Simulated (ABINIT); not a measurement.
# CdF2 (Fm-3m): least direct gap against volume

The cell of CdF2 (Fm-3m) is scaled evenly and the response computed anew at each volume, on one mesh. The atoms keep their fractional positions.

Cell: a, b, c = 3.810, 3.810, 3.810 Å (primitive vectors), 3 atoms.

Method: ABINIT 10.8.3, PBE, independent particles, k-mesh 11×11×11, Lorentzian half width 0.04 eV.

Launch of the response step: `optic optic.abi`. The series took 6.0 min in all, its band step included, on 4 threads of Arm Neoverse V2 (shared host).

| V/V₀ | V (Å³, primitive cell) | least direct gap (eV) |
| --- | --- | --- |
| 0.94 | 36.76 | ? |
| 0.97 | 37.93 | 3.6915 |
| 1.00 | 39.10 | 3.6196 |
| 1.03 | 40.28 | 3.5469 |
| 1.06 | 41.45 | 3.4734 |

For small changes the quantity should be close to linear in ln V.

Working, on the rows shown:

| x = ln(V/V₀) | y = least direct gap |
| --- | --- |
| -0.0304592 | 3.6915 |
| 0 | 3.6196 |
| 0.0295588 | 3.5469 |
| 0.0582689 | 3.4734 |

Means: x̄ = 0.014342, ȳ = 3.5829. Σ(x − x̄)(y − ȳ) = -0.01075, Σ(x − x̄)² = 0.004374. Slope = -0.01075 / 0.004374 = -2.458; intercept = ȳ − slope · x̄ = 3.6181. The line misses the rows shown by at most 0.0015 eV.

Question: What does the fit predict for the withheld row, and how well does it do?

Answer: At x = -0.061875 the line gives y = 3.7702 eV. The run gave 3.7628 eV, so the extrapolation is off by 0.0074 eV, 3 % of the range in the table.

Between the rows on either side of x = 0 the slope is (3.5469 − 3.6915) / (0.029559 − (-0.030459)) = -2.409. That is a volume deformation potential of -2.4 eV: the least direct gap on this mesh widens by 24 meV for each per cent of compression. PBE gaps are as a rule too small. Spin-orbit coupling is left out.
